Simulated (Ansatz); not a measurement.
# Lattice dynamics of YTe (Fm-3m), part 2 of 2

How does YTe (Fm-3m) vibrate, and is this structure a minimum?

Ansatz 0.2.0; DFT PBEsol, scalar-relativistic, plane waves, PAW; PAW set soft_1.

So far. Step 3 (Tight relaxation): The forces vanish by symmetry and the pressure is 0.000 GPa, within the tolerances set. The cell now holds 28.08 Å³/atom. Step 4 (Zone-centre response): Before it was imposed, the acoustic sum rule was missed by 5.8e-5 eV/Å². Small misses are needed for a sound result but don't prove that mesh and cutoff are converged. The lowest optical mode is real, 177 cm⁻¹. The relaxed cell has a = 6.079 Å (conventional setting).

The database entry behind the starting cell differs from later determinations by our own check (0.1 to 0.3 % short, probably kX units), so it need not match the best structure at ambient conditions.

**5. The dispersion**

Stability and thermal properties need the whole zone. Linear response on a 4×4×4 q mesh gives force constants as far as a supercell of that size would.

input.yaml

```yaml
crystal:
  lattice:
    - [0.0, 3.0396212723, 3.0396212723]
    - [3.0396212723, 0.0, 3.0396212723]
    - [3.0396212723, 3.0396212723, 0.0]
  atoms:
    - { symbol: "Y", position: [0.5, 0.5, 0.5] }
    - { symbol: Te, position: [0.0, 0.0, 0.0] }
kpoints:
  mp_grid: { grid: [12, 12, 12] }
hamiltonian:
  xc: pbesol
  pseudopotentials: { kind: paw, azcp: { folder: soft_1 }, xc_functional: pbe }
scf:
  occupations: { method: methfessel_paxton, width: 0.2 }
output:
  eigenvalues: true
phonons:
  method: dfpt
  qmesh: [4, 4, 4]
  temperatures: { t_max: 1000, t_step: 50 }
  qpath:
    path:
      - [[0.0, 0.0, 0.0], [0.5, 0.0, 0.5], [0.625, 0.25, 0.625]]
      - [[0.375, 0.375, 0.75], [0.0, 0.0, 0.0], [0.5, 0.5, 0.5], [0.5, 0.25, 0.75], [0.5, 0.0, 0.5]]
    npoints: 10
```

Run with:

```sh
$ ansatz run input.yaml --threads 4 --pin off --max-ram 10240MiB --backend cpu --events-out ev --progress --plain --runs-dir out
```

Numbers of over 12 decimals in the logs are rounded to 6 here.

The program printed:

```text
[...]
Crystal: 2 atoms, lattice volume = 56.168 Å³
Basis set: ecut = 420 eV, 1067 PW (Γ), exchange–correlation on 60×60×60 points (8 copies of the dense FFT grid, shifted against one another)
Bands: 18, of which v1, the nominal top of the filled ones, is band 14 counted from 1 (13 counted from 0)
Symmetry: 48 space group operations
k-points: 72 of 1728
[...]
SCF iter   1: F=—  HF=-10699.809216 eV  |F-HF|=—  |Δ(HF+E_count)|=         —  Δρ=3.17e-2  dr2=1.08e0  ethr=3.10e-3  ⟨swp⟩=6.7  Hψ=16052  notcnv=0
[...]
SCF iter  10: F=-10699.453080 eV  HF=-10699.453080 eV  |F-HF|=3.64e-12  |Δ(HF+E_count)|=  7.28e-12  S|Δr|=    0.00e0  Δρ=6.08e-8  dr2=1.38e-12  ethr=1.00e-12  ⟨swp⟩=13.2  Hψ=9360  notcnv=0
SCF 1 converged in 10 iterations: F = -10699.453080 eV  dr2 = 1.38e-12
[...]
phonons: the bands overlap, so this run is a metal and interpolates without the dipole-dipole term. If the crystal is really an insulator or semiconductor, its LO-TO splitting is missing
NSCF: frozen V_eff on 72 k-points
WARN: eigensolver did not converge in 2 slots of this pass, the one above among them; of largest residual over every band (k=0): 1 band(s) unlocked (lowest unlocked band 21, counted from 0; max residual 2.63e-5 eV among the unlocked bands, 2.63e-5 eV over every band); of lowest unlocked band (k=0): band 21
[...]
DFPT response loops at q = (0, 0, 0) (fractional): preconditioner auto → Kerker (q_TF=auto, 2.415 Å⁻¹) (partly filled bands, converged f_vac=0.000); β = 1.00, the filter's whole step (`scf.mixing.beta` (0.50) is not read by the response loops under this deck's `scf.mixing.preconditioner`; to damp them name `kerker` or `kerker_dos`, under which they read `scf.mixing.beta`, and type it under 1.00, their step now; both keys bind the ground state too); Broyden in place of MSR1
[...]
SCF converged after 10 iterations
[...]
Free energy (F): -10699.453080 eV
[...]
Internal energy: -10699.456739 eV  (E = F + TS)
E sigma→0 (E₀):  -10699.453995 eV
Entropy (-TS):   0.003659 eV (1.830 meV/atom)
Fermi energy:    12.331599 eV
[...]
--- Band table (eV; the first three rows and the last of 72) ---
  k-point 0: bands = [... 10 lower, 10.1329, 10.1329, 10.1329, 12.0393, 12.0393, 12.0393, 12.6655, 12.6655, ... 4 higher]
  k-point 1: bands = [... 10 lower, 9.5904, 9.8625, 9.8625, 12.1633, 12.1633, 12.1870, 13.0195, 13.0195, ... 4 higher]
  k-point 2: bands = [... 10 lower, 8.5756, 9.3419, 9.3419, 12.3419, 12.4429, 12.4429, 13.8693, 13.8693, ... 4 higher]
  k-point 71: bands = [... 10 lower, 7.6491, 7.6491, 7.7101, 13.1209, 13.1209, 13.8157, 14.9164, 15.0014, ... 4 higher]
--- Phonons (Γ-DFPT): 2 representative perturbations + reference (Σ response iterations 6) ---
  ASR residual: 6.520e-5 → 0.000e0 eV/Å²; symmetrization residual: 1.498e-5 eV/Å²
  ASR residual per site (eV/Å²): 1.73e-5 6.52e-5
  Γ frequencies (cm⁻¹): 0.00 0.00 0.00 177.34 177.34 177.34
--- Phonons (arbitrary-q DFPT): 8 irreducible q on the 4×4×4 mesh ---
  q = [0.0000, 0.0000, 0.0000] (star 1, of the zone-centre solve; hermiticity 4.94e-6, symmetrization 1.96e-11): -0.00 0.00 0.00 177.34 177.34 177.34
  q = [0.0000, 0.0000, 0.2500] (star 8, 2 solved perturbations on 936 of 1728 k-point pairs; hermiticity 7.90e-6, symmetrization 8.56e-12): 67.16 67.16 77.22 163.40 164.06 164.06
[...]
q = [0.0000, 0.2500, 0.2500] (star 6, 4 solved perturbations in 1608 linear systems a pass and spin channel, the states on 510 of 1728 k-point pairs; hermiticity 3.34e-6, symmetrization 7.25e-13): 30.69 30.69 113.57 129.55 178.27 178.27
[...]
sum rule: each row above includes the acoustic sum rule's correction from the zone centre's row sums; it moved no ω² by more than (0.37 cm⁻¹)²
  mesh force constants: q→R imaginary residual 6.20e-18; ASR residual 6.520e-5 → 0.000e0 eV/Å²; symmetrization residual 6.217e-15 eV/Å²
  interpolated dispersion: 62 rows × 6 modes
  density of states and harmonic sums: on the 20×20×20 q-mesh, interpolated from the force constants of a 4×4×4 supercell (no non-analytic term)
  largest difference from the sums on the solved wave vectors: F 4.75e-3 eV, S 5.91e-6 and C_V 1.44e-6 eV/K
  zero-point energy: 0.041477 eV/cell   skipped modes (ω ≤ 0): 34, of them read as no rigid motion or as one in doubt: 31 (1.069e-1 modes/cell left out, lowest -28.30 cm⁻¹)   left out of the sums: 1.79e-2 of the cell's modes: C_V's classical limit lies that fraction below 3 k_B per atom; for a crystal, a wire or a layer, F and S can be off by more, and a phonons.interpolated_qmesh denser along its periods is the remedy for the sampling
```

The job ended after 6.3 min (4 threads of Arm Neoverse V1, shared host; peak memory 4.1 GiB).

Numbers from this step:

- sum-rule residual before enforcement: 6.52e-5 eV/Å²
- lowest frequency on the path: -28.30 cm⁻¹
- highest frequency on the path or at a solved wavevector: 178.4 cm⁻¹
- lowest mode on the q mesh (acoustic modes at Γ apart): -21.08 cm⁻¹

Frequencies (cm⁻¹) solved at each irreducible wavevector; negative means imaginary. Frequencies by wavevector, by row:

```tsv
q in reciprocal lattice units	star	mode 1	mode 2	mode 3	mode 4	mode 5	mode 6
0 0 0	1	0	0	0	177.3	177.3	177.3
0 0 0.25	8	67.2	67.2	77.2	163.4	164.1	164.1
0 0 -0.5	4	83	120.7	120.7	124.6	124.6	135.7
0 0.25 0.25	6	30.7	30.7	113.6	129.6	178.3	178.3
0 0.25 -0.5	24	43.1	70.8	73.6	159.6	161.4	163.4
0 0.25 -0.25	12	36.4	99	114.4	124.8	131.8	175.4
0 -0.5 -0.5	3	-21.1	32.6	32.6	173.2	175	175
0.25 -0.5 -0.25	6	26.9	26.9	98.1	127.5	173.6	173.6
```

Interpolated from a 4×4×4 q mesh. Phonon branches along the path, in cm⁻¹:

```tsv
point	branch 1	branch 2	branch 3	branch 4	branch 5	branch 6
Γ	0	0	0	177	177	177
halfway	31	31	114	130	178	178
X	-21	33	33	173	175	175
halfway	-26	45	46	171	172	173
U	-27	68	68	160	162	172
jump to K	-27	68	68	160	162	172
halfway	39	93	96	144	145	178
Γ	0	0	0	177	177	177
halfway	67	67	77	163	164	164
L	83	121	121	125	125	136
halfway	50	68	111	129	160	161
W	27	27	98	128	174	174
halfway	-27	44	62	159	172	176
X	-21	33	33	173	175	175
```

The phonon branches as a text plot (rows in cm⁻¹):

```
    174 |***********************************             ********
    165 |  *      **    ***       **       **          **     *
    157 |   *    *        *      *           *       **
    148 |                  *    *             *    **       **
    140 |    ** *           *   *              *****
    131 |      *             ***                * **********
    122 |                                        *
    114 |      *             **                 * *****
    105 |    **                *               *   *   **
     97 |                   *** *                        ***
     88 |       *           *    *           ****   *
     79 |   *              *     *          **   *** *      *
     71 |                 *       **        *       * *      *
     62 |        *       *                 *         *
     54 |  *            *         **      **          **      *
     45 |              *            *     *            **   ***
     36 |       *******      *****  *    *              *  *   **
     28 | *  ***                  ** *   *               **
     19 |  **               *       **  *                  *
     10 | *                          *  *
      2 |*          *                 **
     -7 |
    -15 |                  *
    -24 |            ******                                 *****
         Γ           X  U|K            Γ         L        W     X
```

The phonon density of states has structure finer than the step of the table below, so its rows give means over 5 cm⁻¹, whole bins alone (the curve runs from -29 to 179 cm⁻¹). Peaks (cm⁻¹: height): 45.0: 0.0526, 131.0: 0.0641, 177.0: 0.118.

Tetrahedra on a 20×20×20 mesh, mean over bins of 2 cm-1. Interpolated from a 4×4×4 q mesh. Phonon density of states against wavenumber; means over each step:

```tsv
wavenumber (cm⁻¹)	phonon density of states (1/cm⁻¹/cell)
-25	0.00530
-20	0.00534
-15	0.00324
-10	0.00246
-5	0.00242
0	0.00251
5	0.00271
10	0.00329
15	0.00453
20	0.00734
25	0.0112
30	0.0157
35	0.0265
40	0.0435
45	0.0491
50	0.0385
55	0.0340
60	0.0318
65	0.0305
70	0.0298
75	0.0294
80	0.0293
85	0.0281
90	0.0285
95	0.0316
100	0.0318
105	0.0339
110	0.0286
115	0.00797
120	7.6e-4
125	0.00450
130	0.0449
135	0.0455
140	0.0398
145	0.0394
150	0.0414
155	0.0453
160	0.0513
165	0.0626
170	0.0941
175	0.108
```

The partial phonon density of states has structure finer than the step of the table below, so its rows give means over 5 cm⁻¹, whole bins alone (the curve runs from -38.1 to 194 cm⁻¹). Peaks (cm⁻¹: height): Te 42.1: 0.0293, 129.6: 0.0510, 138.4: 0.0427, 148.6: 0.0355, 155.9: 0.0319, 171.9: 0.0496; Y 42.1: 0.0244, 103.4: 0.0271, 138.4: 0.0178, 148.6: 0.024, 174.8: 0.0604.

Phonopy on the run's constants, 17x17x17 mesh, Gaussian sigma 2.0 cm-1. Interpolated from a 4×4×4 q mesh. Table of partial phonon density of states by wavenumber; means over each step; values in 1/cm⁻¹/cell:

```tsv
wavenumber (cm⁻¹)	Te	Y
-35	7.5e-6	7.5e-6
-30	6.6e-4	7.4e-4
-25	0.00294	0.00329
-20	0.00202	0.00223
-15	0.00228	0.00250
-10	0.00239	0.00273
-5	0.00104	0.00110
0	1.9e-4	1.7e-4
5	3.5e-4	3.6e-4
10	0.00139	0.00137
15	0.00123	0.00102
20	0.00355	0.00323
25	0.00835	0.00797
30	0.00879	0.00775
35	0.0128	0.0101
40	0.0257	0.0213
45	0.0257	0.0213
50	0.0199	0.0171
55	0.0184	0.0170
60	0.0146	0.0150
65	0.0160	0.0168
70	0.0129	0.0150
75	0.0125	0.0166
80	0.0132	0.0184
85	0.00926	0.0150
90	0.0116	0.0202
95	0.00884	0.0203
100	0.00780	0.0226
105	0.00719	0.0256
110	0.00392	0.0233
115	0.00245	0.0105
120	4.4e-4	9.9e-4
125	0.00949	0.00135
130	0.0427	0.00488
135	0.0273	0.00743
140	0.0317	0.0134
145	0.0212	0.0127
150	0.0252	0.0176
155	0.0257	0.0210
160	0.0254	0.0233
165	0.0318	0.0324
170	0.0435	0.0485
175	0.0443	0.0567
180	0.0134	0.0188
185	2.5e-4	3.6e-4
190	0	0
```

Second derivatives of the energy by pair, one row for each kind of neighbour of each atom listed. Each entry sums the pair over the periodic images of the supercell that the q mesh stands for, and in a polar crystal it holds the long-range dipole part too. Force constants by pair, by row:

```tsv
atom	neighbour	distance (Å)	third of the trace (eV/Å²)	along the pair's line (eV/Å²)
Y1	itself	0	4.852	–
Y1	Te	3.04	-0.9722	-2.966
Y1	Y	4.299	0.0916	0.272
Y1	Te	5.265	-0.0246	-0.042
Y1	Y	6.079	0.1377	0.488
Y1	Te	6.797	-0.01	-0.0302
Y1	Y	7.446	-0.0213	-0.0576
Te2	itself	0	7.218	–
Te2	Y	3.04	-0.9722	-2.966
Te2	Te	4.299	-0.0423	-0.171
Te2	Y	5.265	-0.0246	-0.042
Te2	Te	6.079	-0.0879	-0.2709
Te2	Y	6.797	-0.01	-0.0302
Te2	Te	7.446	-0.0026	-0.0079
```

Symmetry leaves 8 wavevectors to solve. The lowest mode among them, the acoustic zeros apart, lies at q = (0, -0.5, -0.5) and is imaginary, 21.1i cm⁻¹, so the energy falls along it. Between them the interpolated path dips to 28i cm⁻¹.

**6. Another isotope**

An isotope changes the mass and not the force constants, so no new electronic calculation is needed; the shifts show which modes move this element.

The same force constants with the mass of Te changed from 127.600 to 129.906 u (phonopy, no LO-TO term). Both lists are sorted by frequency; levels can cross, so a row need not hold one and the same mode. Modes under 3 cm⁻¹ are left out. Isotope shifts, by row:

```tsv
q	rank	natural mass (cm⁻¹)	changed mass (cm⁻¹)
0 0 0	4	177.3	176.7
0 0 0	5	177.3	176.7
0 0 0	6	177.3	176.7
0 0 0.25	1	67.16	66.83
0 0 0.25	2	67.16	66.83
0 0 0.25	3	77.22	76.85
0 0 0.25	4	163.4	162.7
0 0 0.25	5	164.1	163.4
0 0 0.25	6	164.1	163.4
0 0 -0.5	1	83.01	83.01
0 0 -0.5	2	120.7	120.7
0 0 -0.5	3	120.7	120.7
0 0 -0.5	4	124.6	123.5
0 0 -0.5	5	124.6	123.5
0 0 -0.5	6	135.7	134.5
0 0.25 0.25	1	30.69	30.52
0 0.25 0.25	2	30.69	30.52
0 0.25 0.25	3	113.6	113.5
0 0.25 0.25	4	129.6	128.4
0 0.25 0.25	5	178.3	177.6
0 0.25 0.25	6	178.3	177.6
```

A mode of this element alone would shift by -0.89 %. The highest zone-centre frequency without the field goes from 177.3 to 176.7 cm⁻¹ (-0.4 %). The product of the frequency ratios over all optical modes at Γ is 0.989; the product rule, (m/m′)^(3k/2) (M′/M)^(3/2) with k = 1 such atoms and M the mass of the cell, gives 0.989.

**7. Results**

- space group after relaxation (within 0.01 Å): Fm-3m
- volume per atom: 28.1 Å³
- electronic character: no gap on this mesh
- highest optical mode at the zone centre (no LO-TO term): 177 cm⁻¹
- lowest optical zone-centre mode: 177 cm⁻¹
- lowest mode on the q mesh (acoustic modes at Γ apart): -21.1 cm⁻¹
- highest frequency on the path or at a solved wavevector: 178 cm⁻¹
- imaginary modes on the 4×4×4 q mesh: yes

**Reading.** Modes are clearly imaginary (beyond 10i cm⁻¹) at 1 of the 8 irreducible wavevectors, most at q = (0, -0.5, -0.5) (21.1i cm⁻¹), so this structure is not a minimum of the energy. The optical modes at Γ form one degenerate level at 177 cm⁻¹. With no gap, or one that is small against the smearing, the frequencies hang on the k mesh and the smearing, most of all near Kohn anomalies. The phonon runs are without spin polarisation, although the cell has an odd electron count. Spin-orbit coupling is left out, which can matter for the heavy elements here. The PAW files were made for PBE and serve the other functionals too. A phonon run warned that its eigensolver left some bands unconverged in a pass. These are harmonic frequencies at zero temperature: anharmonic shifts, linewidths and thermal expansion are left out.

[Logs are printed without paths, hosts, clocks, repeated set-up lines and the standing remarks that a program may print on its own settings, such as how far it seeks lower states.]

[Hosts, paths, dates, database ids (printed as entryN), source tags and the programs' standing remarks are cut or masked in the printed files.]
